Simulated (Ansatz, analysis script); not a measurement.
# Zigzag Pd chain, bond 3.025 Å: which texture of moments is lowest, part 2 of 2

Wanted: the lowest arrangement of moments that fits this cell of a zigzag Pd chain, bond 3.025 Å.

Ansatz 0.2.0; PBEsol, PAW set soft_2 (files made for PBE).

So far, largest spin moment in the atom's sphere (μB): step 2 (the collinear state) 0.440.

## (4) Start: ferro

Level of this step: Ansatz DFT on spinors from a typed pattern of moment directions; PBEsol, PAW default (Ansatz).

The parallel pattern comes first.

input.yaml

```yaml
crystal:
  lattice:
    - [12.0, 0.0, 0.0]
    - [0.0, 12.0, 0.0]
    - [0.0, 0.0, 7.26]
  atoms:
    - { symbol: Pd, position: [0.3991666667, 0.5, 0.0], spin: 0.45, spin_axis: [0.0, 0.0, 1.0] }
    - { symbol: Pd, position: [0.3991666667, 0.5, 0.5], spin: 0.45, spin_axis: [0.0, 0.0, 1.0] }
    - { symbol: Pd, position: [0.6008333333, 0.5, 0.25], spin: 0.45, spin_axis: [0.0, 0.0, 1.0] }
    - { symbol: Pd, position: [0.6008333333, 0.5, 0.75], spin: 0.45, spin_axis: [0.0, 0.0, 1.0] }
kpoints:
  mp_grid: { grid: [1, 1, 15] }
hamiltonian:
  xc: pbesol
scf:
  occupations: { method: fermi_dirac, width: 0.05 }
  max_iter: 120
  convergence: { dr2_threshold: 1.0e-08 }
  lower_state_search: "off"
basis:
  ecutwfc: 420.0
magnetization:
  noncollinear: true
```

Started as:

```bash
> ansatz run input.yaml --threads 4 --pin off --max-ram 8192MiB --backend cpu --events-out ev --progress --plain --runs-dir out
```

Numbers of over 12 decimals in the logs are rounded to 6 here.

Log:

```text
[...]
Crystal: 4 atoms, lattice volume = 1045.440 Å³
Basis set: ecut = 420 eV, 20401 PW (Γ)
Bands: 88, of which v1, the nominal top of the filled ones, is band 72 counted from 1 (71 counted from 0)
Symmetry: 16 space group operations + 16 with time reversal
Moments: of one size on atoms that these operations exchange, one fixing the others by the rotation that the starting moments gave each, and all in one plane where the starting moments lie in one or along one axis (crystal.symmetry.detect: false holds none)
k-points: 8 of 15
[...]
Starting moments: Σ|m| = 1.8 μB on 4 of 4 sites
[...]
SCF iter   1: F=—  HF=-27616.608393 eV  |F-HF|=—  |Δ(HF+E_count)|=         —  Δρ=3.35e-2  dr2=1.46e1  dr2_m=9.83e-2  ethr=3.10e-3  |M|=1.58e0 ∫|m|=1.66e0 μB  |m|>n=1.4e-1 m-floor=0.0e0 τ_xc=0.0e0  β_m=0.30  ⟨swp⟩=6.5  Hψ=2950  notcnv=0  defer=8
[...]
SCF iter   5: F=—  HF=-27613.893115 eV  |F-HF|=—  |Δ(HF+E_count)|=   5.45e-4  Δρ=4.65e-4  dr2=1.21e-3  dr2_m=3.06e-4  ethr=4.67e-5  |M|=1.89e0 ∫|m|=1.98e0 μB  |m|>n=2.0e-1 m-floor=0.0e0 τ_xc=0.0e0  β_m=0.30  ⟨swp⟩=2.8  Hψ=1295  notcnv=0  defer=46
[...]
spin-set hold released at iteration 5 (site moments contracting): the magnetisation degrees of freedom join the quasi-Newton model from the next iteration; the mixer history was flushed
SCF iter   6: F=—  HF=-27613.894949 eV  |F-HF|=—  |Δ(HF+E_count)|=   1.83e-3  Δρ=2.78e-4  dr2=3.09e-4  dr2_m=1.39e-4  ethr=1.68e-6  |M|=1.90e0 ∫|m|=1.99e0 μB  |m|>n=1.5e-1 m-floor=0.0e0 τ_xc=0.0e0  β_m=0.51  ⟨swp⟩=2.0  Hψ=888  notcnv=0  defer=46
[...]
SCF iter  15: F=-27613.897113 eV  HF=-27613.897113 eV  |F-HF|=2.55e-10  |Δ(HF+E_count)|=   1.17e-9  Δρ=3.25e-7  dr2=5.26e-10  dr2_m=2.03e-10  ethr=1.70e-12  |M|=1.89e0 ∫|m|=2.00e0 μB  |m|>n=4.6e-2 m-floor=0.0e0 τ_xc=0.0e0  ⟨swp⟩=1.0  Hψ=1977  notcnv=0
SCF 1 converged in 15 iterations: F = -27613.897113 eV  dr2 = 5.26e-10
[...]
SCF converged after 15 iterations
Stability not checked: this state was not tested for a lower state beside it, because this non-collinear magnet's GGA is evaluated by the locally collinear projection, under which the energy is not smooth in the magnetisation (locally_collinear_gga; see scf.lower_state_search)
Magnetization: |M| = 1.8937 μB,  M = (+0.0000, +0.0000, +1.8937) μB
Absolute magnetization: 2.0020 μB (∫|m|, with the PAW one-centre terms)
Moment direction: held on its axis by an average over the rotations of spin about it
  site 0: m = (+0.0000, +0.0000, +0.4546) μB, |m| = 0.4546 μB  (R = 1.25 Å)
  site 1: m = (+0.0000, +0.0000, +0.4546) μB, |m| = 0.4546 μB  (R = 1.25 Å)
  site 2: m = (+0.0000, +0.0000, +0.4546) μB, |m| = 0.4546 μB  (R = 1.25 Å)
  site 3: m = (+0.0000, +0.0000, +0.4546) μB, |m| = 0.4546 μB  (R = 1.25 Å)
Free energy (F): -27613.897113 eV
[...]
Internal energy: -27613.748764 eV  (E = F + TS)
E sigma→0 (E₀):  -27613.822939 eV
Entropy (-TS):   -0.148349 eV (-37.087 meV/atom)
Fermi energy:    -3.565837 eV
[...]
```

Elapsed: 55 s, on 4 threads of Arm Neoverse V2, shared host; peak memory 4 GiB.

It ends ferromagnetic; the largest site carries 0.455 μB.

Spin moment in the atom's sphere by atom:

| atom | x (μB) | y (μB) | z (μB) | size |
| --- | --- | --- | --- | --- |
| Pd1 | 0.000 | 0.000 | 0.455 | 0.455 |
| Pd2 | 0.000 | 0.000 | 0.455 | 0.455 |
| Pd3 | 0.000 | 0.000 | 0.455 | 0.455 |
| Pd4 | 0.000 | 0.000 | 0.455 | 0.455 |

## (5) Start: tetrahedral

A symmetric pattern; a run keeps it where it is stationary.

input.yaml, the sections that differ from step 4:

```yaml
crystal:
  lattice:
    - [12.0, 0.0, 0.0]
    - [0.0, 12.0, 0.0]
    - [0.0, 0.0, 7.26]
  atoms:
    - { symbol: Pd, position: [0.3991666667, 0.5, 0.0], spin: 0.45, spin_axis: [0.57735, 0.57735, 0.57735] }
    - { symbol: Pd, position: [0.3991666667, 0.5, 0.5], spin: 0.45, spin_axis: [0.57735, -0.57735, -0.57735] }
    - { symbol: Pd, position: [0.6008333333, 0.5, 0.25], spin: 0.45, spin_axis: [-0.57735, 0.57735, -0.57735] }
    - { symbol: Pd, position: [0.6008333333, 0.5, 0.75], spin: 0.45, spin_axis: [-0.57735, -0.57735, 0.57735] }
output:
  write_density: true
  write_potential: true
  elf: true
  volumetric_format: npy
# kpoints, hamiltonian, scf, basis, magnetization: as in step 4
```

Log:

```text
[...]
Crystal: 4 atoms, lattice volume = 1045.440 Å³
Basis set: ecut = 420 eV, 20401 PW (Γ)
Bands: 88, of which v1, the nominal top of the filled ones, is band 72 counted from 1 (71 counted from 0)
Symmetry: 8 space group operations + 8 with time reversal
[...]
k-points: 8 of 15
[...]
Starting moments: Σ|m| = 1.8 μB on 4 of 4 sites
[...]
k-point 0: bands = [... 68 lower, -3.7063, -3.7063, -3.6487, -3.6487, -3.4921, -3.4921, -2.1031, -2.1031, ... 12 higher]
  k-point 1: bands = [... 68 lower, -3.7125, -3.6987, -3.6543, -3.6514, -3.4972, -3.4921, -2.0900, -2.0897, ... 12 higher]
  k-point 2: bands = [... 68 lower, -3.7036, -3.6906, -3.6681, -3.6608, -3.5061, -3.4961, -2.0528, -2.0497, ... 12 higher]
  k-point 7: bands = [... 68 lower, -3.6699, -3.6682, -3.6667, -3.6530, -3.4471, -3.4374, -3.3429, -3.3357, ... 12 higher]
[key lines of the parts left out:]
SCF converged after 25 iterations
Magnetization: |M| = 0.0000 μB,  M = (+0.0000, +0.0000, +0.0000) μB
Free energy (F): -27613.843201 eV
Fermi energy:    -3.545502 eV
```

Wall time 2.1 min (4 threads); peak memory 4.4 GiB; 8.1 min of CPU time.

It ends weakly magnetic, compensated; the largest site carries 0.139 μB.

Spin moment in the atom's sphere by atom:

| atom | x (μB) | y (μB) | z (μB) | size |
| --- | --- | --- | --- | --- |
| Pd1 | 0.000 | 0.098 | 0.098 | 0.139 |
| Pd2 | 0.000 | -0.098 | -0.098 | 0.139 |
| Pd3 | 0.000 | 0.098 | -0.098 | 0.139 |
| Pd4 | 0.000 | -0.098 | 0.098 | 0.139 |

Between step 4 and this run (other starting moments) the value for the largest spin moment in the atom's sphere moves from 0.455 μB to 0.139 μB (-69 %).

## (6) Start: random 1

Random directions favour no pattern, so the moments can find one that was not thought of.

input.yaml, the sections that differ from step 5:

```yaml
crystal:
  lattice:
    - [12.0, 0.0, 0.0]
    - [0.0, 12.0, 0.0]
    - [0.0, 0.0, 7.26]
  atoms:
    - { symbol: Pd, position: [0.3991666667, 0.5, 0.0], spin: 0.45, spin_axis: [0.898482, 0.262579, 0.351827] }
    - { symbol: Pd, position: [0.3991666667, 0.5, 0.5], spin: 0.45, spin_axis: [0.843294, 0.01147, 0.53733] }
    - { symbol: Pd, position: [0.6008333333, 0.5, 0.25], spin: 0.45, spin_axis: [-0.41779, -0.726294, 0.545847] }
    - { symbol: Pd, position: [0.6008333333, 0.5, 0.75], spin: 0.45, spin_axis: [0.311608, 0.90045, -0.303463] }
# kpoints, hamiltonian, scf, basis, magnetization: as in step 5
# output: removed
```

Log:

```text
[...]
Crystal: 4 atoms, lattice volume = 1045.440 Å³
Basis set: ecut = 420 eV, 20401 PW (Γ)
Bands: 88, of which v1, the nominal top of the filled ones, is band 72 counted from 1 (71 counted from 0)
Symmetry: 2 space group operations
[...]
k-points: 15
[...]
Starting moments: Σ|m| = 1.8 μB on 4 of 4 sites
[...]
site 1: m = (+0.3385, +0.0166, +0.3029) μB, |m| = 0.4545 μB  (R = 1.25 Å)
  site 2: m = (+0.3385, +0.0166, +0.3029) μB, |m| = 0.4546 μB  (R = 1.25 Å)
  site 3: m = (+0.3385, +0.0166, +0.3029) μB, |m| = 0.4546 μB  (R = 1.25 Å)
Free energy (F): -27613.897113 eV
[...]
Internal energy: -27613.748765 eV  (E = F + TS)
E sigma→0 (E₀):  -27613.822939 eV
Entropy (-TS):   -0.148348 eV (-37.087 meV/atom)
Fermi energy:    -3.565836 eV
[...]
[key lines of the parts left out:]
SCF converged after 35 iterations
Magnetization: |M| = 1.8937 μB,  M = (+1.4103, +0.0693, +1.2619) μB
```

Elapsed: 2.7 min, on 4 threads; peak memory 4.8 GiB; 11 min of CPU time.

It ends ferromagnetic; the largest site carries 0.455 μB.

Spin moment in the atom's sphere by atom:

| atom | x (μB) | y (μB) | z (μB) | size |
| --- | --- | --- | --- | --- |
| Pd1 | 0.339 | 0.017 | 0.303 | 0.455 |
| Pd2 | 0.338 | 0.017 | 0.303 | 0.455 |
| Pd3 | 0.339 | 0.017 | 0.303 | 0.455 |
| Pd4 | 0.339 | 0.017 | 0.303 | 0.455 |

## (7) Start: 90 degrees in a plane

input.yaml, the sections that differ from step 6:

```yaml
crystal:
  lattice:
    - [12.0, 0.0, 0.0]
    - [0.0, 12.0, 0.0]
    - [0.0, 0.0, 7.26]
  atoms:
    - { symbol: Pd, position: [0.3991666667, 0.5, 0.0], spin: 0.45, spin_axis: [1.0, 0.0, 0.0] }
    - { symbol: Pd, position: [0.3991666667, 0.5, 0.5], spin: 0.45, spin_axis: [0.0, 1.0, 0.0] }
    - { symbol: Pd, position: [0.6008333333, 0.5, 0.25], spin: 0.45, spin_axis: [-1.0, 0.0, 0.0] }
    - { symbol: Pd, position: [0.6008333333, 0.5, 0.75], spin: 0.45, spin_axis: [0.0, -1.0, 0.0] }
# kpoints, hamiltonian, scf, basis, magnetization: as in step 6
```

Log:

```text
[...]
Crystal: 4 atoms, lattice volume = 1045.440 Å³
Basis set: ecut = 420 eV, 20401 PW (Γ)
Bands: 88, of which v1, the nominal top of the filled ones, is band 72 counted from 1 (71 counted from 0)
Symmetry: 8 space group operations + 8 with time reversal
[...]
k-points: 8 of 15
[...]
Starting moments: Σ|m| = 1.8 μB on 4 of 4 sites
[...]
site 1: m = (-0.0986, +0.0986, +0.0000) μB, |m| = 0.1394 μB  (R = 1.25 Å)
  site 2: m = (-0.0986, +0.0986, -0.0000) μB, |m| = 0.1394 μB  (R = 1.25 Å)
  site 3: m = (+0.0986, -0.0986, +0.0000) μB, |m| = 0.1394 μB  (R = 1.25 Å)
Free energy (F): -27613.843213 eV
[...]
Internal energy: -27613.674793 eV  (E = F + TS)
E sigma→0 (E₀):  -27613.759003 eV
Entropy (-TS):   -0.168420 eV (-42.105 meV/atom)
Fermi energy:    -3.545367 eV
[...]
[key lines of the parts left out:]
SCF converged after 26 iterations
Magnetization: |M| = 0.0000 μB,  M = (+0.0000, -0.0000, +0.0000) μB
```

Elapsed: 95 s, on 4 threads; peak memory 4 GiB; 6.2 min of CPU time.

It ends weakly magnetic, compensated; the largest site carries 0.139 μB.

Spin moment in the atom's sphere by atom:

| atom | x (μB) | y (μB) | z (μB) | size |
| --- | --- | --- | --- | --- |
| Pd1 | 0.099 | -0.099 | 0.000 | 0.139 |
| Pd2 | -0.099 | 0.099 | 0.000 | 0.139 |
| Pd3 | -0.099 | 0.099 | 0.000 | 0.139 |
| Pd4 | 0.099 | -0.099 | 0.000 | 0.139 |

For the largest spin moment in the atom's sphere, step 4 gave 0.455 μB; this run, with other starting moments, gives 0.139 μB (-69 %).

## (8) Start: collinear +-+-

input.yaml, the sections that differ from step 7:

```yaml
crystal:
  lattice:
    - [12.0, 0.0, 0.0]
    - [0.0, 12.0, 0.0]
    - [0.0, 0.0, 7.26]
  atoms:
    - { symbol: Pd, position: [0.3991666667, 0.5, 0.0], spin: 0.45, spin_axis: [0.0, 0.0, 1.0] }
    - { symbol: Pd, position: [0.3991666667, 0.5, 0.5], spin: 0.45, spin_axis: [0.0, 0.0, -1.0] }
    - { symbol: Pd, position: [0.6008333333, 0.5, 0.25], spin: 0.45, spin_axis: [0.0, 0.0, 1.0] }
    - { symbol: Pd, position: [0.6008333333, 0.5, 0.75], spin: 0.45, spin_axis: [0.0, 0.0, -1.0] }
# kpoints, hamiltonian, scf, basis, magnetization: as in step 7
```

Log:

```text
[...]
Crystal: 4 atoms, lattice volume = 1045.440 Å³
Basis set: ecut = 420 eV, 20401 PW (Γ)
Bands: 88, of which v1, the nominal top of the filled ones, is band 72 counted from 1 (71 counted from 0)
Symmetry: 8 space group operations + 8 with time reversal
[...]
k-points: 8 of 15
[...]
Starting moments: Σ|m| = 1.8 μB on 4 of 4 sites
[...]
site 1: m = (+0.0000, +0.0000, -0.1394) μB, |m| = 0.1394 μB  (R = 1.25 Å)
  site 2: m = (+0.0000, +0.0000, +0.1394) μB, |m| = 0.1394 μB  (R = 1.25 Å)
  site 3: m = (+0.0000, +0.0000, -0.1394) μB, |m| = 0.1394 μB  (R = 1.25 Å)
Free energy (F): -27613.843213 eV
[...]
Internal energy: -27613.674793 eV  (E = F + TS)
E sigma→0 (E₀):  -27613.759003 eV
Entropy (-TS):   -0.168420 eV (-42.105 meV/atom)
Fermi energy:    -3.545373 eV
[...]
[key lines of the parts left out:]
SCF converged after 22 iterations
Magnetization: |M| = 0.0000 μB,  M = (+0.0000, +0.0000, +0.0000) μB
```

Run time: 78 s. Hardware: 4 threads; peak memory 4 GiB.

It ends weakly magnetic, compensated; the largest site carries 0.139 μB.

Between step 4 and this run (other starting moments) the value for the largest spin moment in the atom's sphere moves from 0.455 μB to 0.139 μB (-69 %).

## (9) Start: collinear ++--

input.yaml, the sections that differ from step 8:

```yaml
crystal:
  lattice:
    - [12.0, 0.0, 0.0]
    - [0.0, 12.0, 0.0]
    - [0.0, 0.0, 7.26]
  atoms:
    - { symbol: Pd, position: [0.3991666667, 0.5, 0.0], spin: 0.45, spin_axis: [0.0, 0.0, 1.0] }
    - { symbol: Pd, position: [0.3991666667, 0.5, 0.5], spin: 0.45, spin_axis: [0.0, 0.0, 1.0] }
    - { symbol: Pd, position: [0.6008333333, 0.5, 0.25], spin: 0.45, spin_axis: [0.0, 0.0, -1.0] }
    - { symbol: Pd, position: [0.6008333333, 0.5, 0.75], spin: 0.45, spin_axis: [0.0, 0.0, -1.0] }
# kpoints, hamiltonian, scf, basis, magnetization: as in step 8
```

Log:

```text
[...]
Crystal: 4 atoms, lattice volume = 1045.440 Å³
Basis set: ecut = 420 eV, 20401 PW (Γ)
Bands: 88, of which v1, the nominal top of the filled ones, is band 72 counted from 1 (71 counted from 0)
Symmetry: 16 space group operations + 16 with time reversal
[...]
k-points: 8 of 15
[...]
Starting moments: Σ|m| = 1.8 μB on 4 of 4 sites
[...]
site 1: m = (+0.0000, +0.0000, +0.0000) μB, |m| = 0.0000 μB  (R = 1.25 Å)
  site 2: m = (+0.0000, +0.0000, -0.0000) μB, |m| = 0.0000 μB  (R = 1.25 Å)
  site 3: m = (+0.0000, +0.0000, -0.0000) μB, |m| = 0.0000 μB  (R = 1.25 Å)
Free energy (F): -27613.841984 eV
[...]
Internal energy: -27613.664327 eV  (E = F + TS)
E sigma→0 (E₀):  -27613.753155 eV
Entropy (-TS):   -0.177657 eV (-44.414 meV/atom)
Fermi energy:    -3.549870 eV
[...]
[key lines of the parts left out:]
SCF converged after 18 iterations
Magnetization: |M| = 0.0000 μB,  M = (+0.0000, +0.0000, -0.0000) μB
```

It took 63 s on 4 threads; peak memory 4 GiB.

It ends non-magnetic; the largest site carries 0 μB.

## (10) Start: random 2

input.yaml, the sections that differ from step 9:

```yaml
crystal:
  lattice:
    - [12.0, 0.0, 0.0]
    - [0.0, 12.0, 0.0]
    - [0.0, 0.0, 7.26]
  atoms:
    - { symbol: Pd, position: [0.3991666667, 0.5, 0.0], spin: 0.45, spin_axis: [0.415027, 0.311907, -0.854674] }
    - { symbol: Pd, position: [0.3991666667, 0.5, 0.5], spin: 0.45, spin_axis: [-0.337518, -0.675327, -0.655755] }
    - { symbol: Pd, position: [0.6008333333, 0.5, 0.25], spin: 0.45, spin_axis: [-0.299357, 0.650252, -0.698253] }
    - { symbol: Pd, position: [0.6008333333, 0.5, 0.75], spin: 0.45, spin_axis: [0.772335, -0.632422, -0.05951] }
# kpoints, hamiltonian, scf, basis, magnetization: as in step 9
```

Log:

```text
[...]
Crystal: 4 atoms, lattice volume = 1045.440 Å³
Basis set: ecut = 420 eV, 20401 PW (Γ)
Bands: 88, of which v1, the nominal top of the filled ones, is band 72 counted from 1 (71 counted from 0)
Symmetry: 2 space group operations
[...]
k-points: 15
[...]
Starting moments: Σ|m| = 1.8 μB on 4 of 4 sites
[...]
site 1: m = (+0.0908, -0.1168, -0.4298) μB, |m| = 0.4545 μB  (R = 1.25 Å)
  site 2: m = (+0.0908, -0.1168, -0.4298) μB, |m| = 0.4546 μB  (R = 1.25 Å)
  site 3: m = (+0.0908, -0.1168, -0.4298) μB, |m| = 0.4546 μB  (R = 1.25 Å)
Free energy (F): -27613.897113 eV
[...]
Internal energy: -27613.748765 eV  (E = F + TS)
E sigma→0 (E₀):  -27613.822939 eV
Entropy (-TS):   -0.148348 eV (-37.087 meV/atom)
Fermi energy:    -3.565835 eV
[...]
[key lines of the parts left out:]
SCF converged after 35 iterations
Magnetization: |M| = 1.8937 μB,  M = (+0.3782, -0.4866, -1.7906) μB
```

It took 2.8 min on 4 threads; peak memory 5 GiB; 11 min of CPU time.

It ends ferromagnetic; the largest site carries 0.455 μB.

## (11) The textures side by side

The last two columns average e·e over the pairs of the two nearest shells of magnetic atoms: 1 is parallel, −1 opposed.

The states reached:

| start | final state | energy (meV/magnetic atom) | net moment (μB/cell) | mean moment (μB) | least moment (μB) | typed angles to the first (deg) | final angles to the first (deg) | triple product of the first three | mean cosine, nearest magnetic neighbours | second shell |
| --- | --- | --- | --- | --- | --- | --- | --- | --- | --- | --- |
| ferro | ferromagnetic | 0 | 1.894 | 0.4546 | 0.4546 | 0 0 0 | 0 0 0 | 0 | 1 | 1 |
| tetrahedral | weakly magnetic, compensated | 13.48 | 0 | 0.1391 | 0.1391 | 109 109 109 | 180 90 90 | 0 | 0 | -1 |
| random 1 | ferromagnetic | 0 | 1.894 | 0.4546 | 0.4545 | 18 112 66 | 0 0 0 | 0 | 1 | 1 |
| 90 degrees in a plane | weakly magnetic, compensated | 13.47 | 0 | 0.1394 | 0.1394 | 90 180 90 | 180 180 0 | 0 | 0 | -1 |
| collinear +-+- | weakly magnetic, compensated | 13.47 | 0 | 0.1394 | 0.1394 | 180 0 180 | 180 0 180 | 0 | 0 | -1 |
| collinear ++-- | non-magnetic | 13.78 | 0 | 0 | 0 | 0 180 180 | - | - | - | - |
| random 2 | ferromagnetic | 0 | 1.894 | 0.4546 | 0.4545 | 78 48 80 | 0 0 0 | 0 | 1 | 1 |

## (12) Outcome

```
lowest state found                                    : ferromagnetic
mean cosine between nearest magnetic neighbours there : 1.0
net moment of the lowest state                        : 1.89 μB a cell
mean moment in the lowest state                       : 0.455 μB
```

In words: The lowest state found is ferromagnetic, reached from the start «ferro», 13.5 meV a magnetic atom under the next one (weakly magnetic, compensated). 3 of the 7 converged starts end within 0.1 meV of the lowest. 4 starts left the typed angles, so their energies belong to the state reached. 1 of the starts lose their moments altogether. Without spin–orbit coupling only the angles between moments count. Only the listed patterns were tried. The 7 spinor runs took 12 min of wall time, added up. Energies are free energies at a smearing of 0.05 eV, and with partly filled levels differences shift, at times strongly, as the smearing goes to zero. The cell was taken as built, with atoms unrelaxed.

[Logs and program files are shortened in this print: banners, set-up blocks, solver, clock and traceback lines can be left out without a mark of their own.]

[Logs are printed without paths, hosts, clocks, repeated set-up lines and the standing remarks that a program may print on its own settings, such as how far it seeks lower states.]

[Hosts, paths, dates, database ids (printed as entryN), source tags and the programs' standing remarks are cut or masked in the printed files.]
